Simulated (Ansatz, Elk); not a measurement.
# Bonding as seen by X-rays: YMg6In, part 2 of 2

The structure of YMg6In used here is made up (a known structure type with other elements) and was relaxed beforehand with r2SCAN. The aim is the Fourier transform of its all-electron density, F(hkl), set beside the sum over free spherical atoms that refinements use.

Elk 11.2.3 (patched build); all-electron DFT.

So far: The structure; Ground state and structure factors.

The structure was built from a prototype and need not be the compound's stable phase.

### 3. The highest occupied states alone

Level of this step: DFT, PBE, all-electron APW+lo, Dirac cores, scalar-relativistic bands, static density, no spin (Elk).

An energy window below the Fermi level keeps the highest occupied states, to see at which angles they scatter; shallow core shells can lie inside it and anion s states outside. No new self-consistency is needed.

elk.in reads:

```
tasks
  195

xctype
  20

spinpol
  .false.

rgkmax
  7.0

gmaxvr
  14.0

lmaxo
  7

lmaxapw
  8

swidth
  0.002

tshift
  .false.

ramdisk
  .false.

hmaxvr
  5.5

maxscl
  120

epspot
  1e-06

wsfac
  -0.388200 0.463040

sppath
  './'

avec
  9.69258848012 0.00000000000 0.00000000000
  0.00000000000 5.95372845656 11.17425531622
  0.00000000000 -5.95372845656 11.17425531622

atoms
  3
  'In.in'
  1
  0.5000000000 0.1640844323 0.1640844323   0.000000 0.000000 0.000000
  'Y.in'
  1
  0.5000000000 0.6804406525 0.6804406525   0.000000 0.000000 0.000000
  'Mg.in'
  6
  -0.0000000000 0.8423326779 0.8423326779   0.000000 0.000000 0.000000
  -0.0000000000 0.3220637181 0.3220637181   0.000000 0.000000 0.000000
  0.0000000000 0.3294785957 0.8228414379   0.000000 0.000000 0.000000
  0.0000000000 0.8228414379 0.3294785957   0.000000 0.000000 0.000000
  0.5000000000 0.1783627719 0.6734957136   0.000000 0.000000 0.000000
  0.5000000000 0.6734957136 0.1783627719   0.000000 0.000000 0.000000

ngridk
  5 4 4
```

Run with:

```console
$ OMP_NUM_THREADS=4 elk
```

Numbers of over 12 decimals in the logs are rounded to 6 here.

What it wrote:

```text
┌─────────────────────────────────┐
│ Elk code version 11.2.3 started │
└─────────────────────────────────┘

Info(readinput): the functional depends on the density's gradient
 muffin-tin radial points multiplied by    2.00000
 (not where nrmtscf is given)

┌────────────────────┐
│ Current task : 195 │
└────────────────────┘

Info(sfacrho): density structure factors written to SFACRHO.OUT

 Energy window :  -0.3882000000      0.4630400000

┌──────────────────┐
│ Elk code stopped │
└──────────────────┘
```

It took 26 s on 4 threads of Arm Neoverse V2, shared host; peak memory 0.23 GiB; 29 s of CPU time.

States within 15 eV below the Fermi level hold 28.00 electrons; any levels below the window count with the cores. Their amplitudes can exceed the total, where window and core parts have opposite phase:

```
hkl  sin θ/λ (Å⁻¹)  abs F, window  abs F, all
002          0.085         10.219      59.368
011          0.090          9.358      11.668
100          0.098         10.017      60.431
102          0.129          8.814      59.044
111          0.133          8.403       9.767
013          0.150          8.049      13.011
020          0.159          7.614      55.831
004          0.169          7.509      70.109
113          0.179          7.009      17.503
022          0.180          6.943      82.497
```

### 4. Another functional

The difference from free atoms is small, so it is set against the change that LDA (Perdew-Wang) makes.

Edit elk.in of step 3 so:

```diff
@@ -1,2 +1,3 @@
 tasks
+  0
   195
@@ -4,3 +5,3 @@
 xctype
-  20
+  3
 
@@ -39,5 +40,2 @@
 
-wsfac
-  -0.388200 0.463040
-
 sppath
```

Run with:

```console
$ OMP_NUM_THREADS=4 elk
```

What it wrote:

```text
┌─────────────────────────┐
│ Elk code version 11.2.3 │
└─────────────────────────┘

All units are atomic (Hartree, Bohr, etc.)

┌─────────────────────────────────────────────────┐
│ Ground-state run starting from atomic densities │
└─────────────────────────────────────────────────┘

Lattice vectors :
   9.692588480       0.000000000       0.000000000
   0.000000000       5.953728457       11.17425532
   0.000000000      -5.953728457       11.17425532

Reciprocal lattice vectors :
  0.6482463709       0.000000000      -0.000000000
[...]
species : 1 (In)
[...]
species : 2 (Y)
[...]
species : 3 (Mg)
[...]
atom 5                    :    10.49046829     ( -0.1573064654E-05)
   atom 6                    :    10.49046829     ( -0.1573064654E-05)
 total in muffin-tins        :    147.1983752
 total calculated charge     :    159.9998245
 total charge                :    160.0000000
 error                       :   0.1754567130E-03

┌──────────────────────────────┐
│ Self-consistent loop stopped │
└──────────────────────────────┘

Warning : core states of species 1 leak from the muffin-tin :   0.1266270111E-03

Wrote STATE.OUT
[key lines of the parts left out:]
total energy                :     -10457.165653808
```

The job ended after 95 s (4 threads; peak memory 0.26 GiB; 5.3 min of CPU time).

Against the first run R = 0.06 %; the largest change is -0.118 at 040.

### 5. Basis size

The basis and the expansions that go with it are enlarged, to see whether the differences are converged.

Edit elk.in of step 4 so:

```diff
@@ -5,3 +5,3 @@
 xctype
-  3
+  20
 
@@ -11,12 +11,12 @@
 rgkmax
-  7.0
+  8.5
 
 gmaxvr
-  14.0
+  18.0
 
 lmaxo
-  7
+  9
 
 lmaxapw
-  8
+  10
```

Run with:

```console
$ OMP_NUM_THREADS=4 elk
```

What it wrote:

```text
┌─────────────────────────┐
│ Elk code version 11.2.3 │
└─────────────────────────┘

All units are atomic (Hartree, Bohr, etc.)

┌─────────────────────────────────────────────────┐
│ Ground-state run starting from atomic densities │
└─────────────────────────────────────────────────┘

Lattice vectors :
   9.692588480       0.000000000       0.000000000
   0.000000000       5.953728457       11.17425532
   0.000000000      -5.953728457       11.17425532

Reciprocal lattice vectors :
  0.6482463709       0.000000000      -0.000000000
[...]
species : 1 (In)
[...]
species : 2 (Y)
[...]
species : 3 (Mg)
[...]
atom 5                    :    10.47816751     ( -0.9828258651E-07)
   atom 6                    :    10.47816751     ( -0.9828258651E-07)
 total in muffin-tins        :    147.0819738
 total calculated charge     :    159.9998608
 total charge                :    160.0000000
 error                       :   0.1392443823E-03

┌──────────────────────────────┐
│ Self-consistent loop stopped │
└──────────────────────────────┘

Warning : core states of species 1 leak from the muffin-tin :   0.1285601745E-03

Wrote STATE.OUT
[key lines of the parts left out:]
total energy                :     -10471.010508816
```

It took 7.3 min on 4 threads; peak memory 0.81 GiB; 24 min of CPU time.

Against the first run R = 0.00 %; the largest change is -0.006 at 344.

### 6. Settings against the effect

```
                              run  R against the first run (%)  R against neutral atoms, low angle (%)  wall time
                    PBE, rgkmax 7                         0.00                                    0.34      2 min
                LDA (Perdew-Wang)                         0.06                                    0.36       95 s
rgkmax 8.5 with larger expansions                         0.00                                    0.34    7.3 min
```

### 7. Outcome

| Property | Result |
| --- | --- |
| R against neutral atoms, sin θ/λ < 0.3 Å⁻¹ | 0.34 % |
| R against neutral atoms, 0.3 to 0.51 Å⁻¹ | 0.08 % |

What this shows: Independent neutral atoms miss the calculated amplitudes by R = 0.34 % below 0.3 Å⁻¹ and 0.08 % from there to 0.51 Å⁻¹; by shells, 0.43 % below 0.15 Å⁻¹ (6 forms), 0.33 % 0.15 to 0.3 (27 forms), 0.07 % 0.3 to 0.45 (68 forms), 0.10 % above 0.45 (48 forms). Bonding, aspherical density and the tables' own atoms all enter these figures, and the runs don't part them. The largest change of an amplitude is -0.61 electrons, at 200. R counts amplitudes alone; phases shift too. The window's part falls from 28.0 electrons at the origin to at most 0.92 between 0.45 and 0.51 Å⁻¹, where compact states inside the window still scatter. The window holds more than the 18 outer electrons of the free atoms, so shallow core shells lie inside it. Below 0.3 Å⁻¹ the changes that finished (LDA (Perdew-Wang) and rgkmax 8.5 with larger expansions) move F by R = 0.04 % at most, against the 0.34 % that separates it from free atoms. The k-mesh has no finished test. Part of the difference isn't bonding: the tables are fits to free atoms and ions calculated by other methods than this functional. Thermal motion, anomalous dispersion and extinction are left out.

[Logs are printed without paths, hosts, clocks, repeated set-up lines and the standing remarks that a program may print on its own settings, such as how far it seeks lower states.]

[Hosts, paths, dates, database ids (printed as entryN), source tags and the programs' standing remarks are cut or masked in the printed files.]
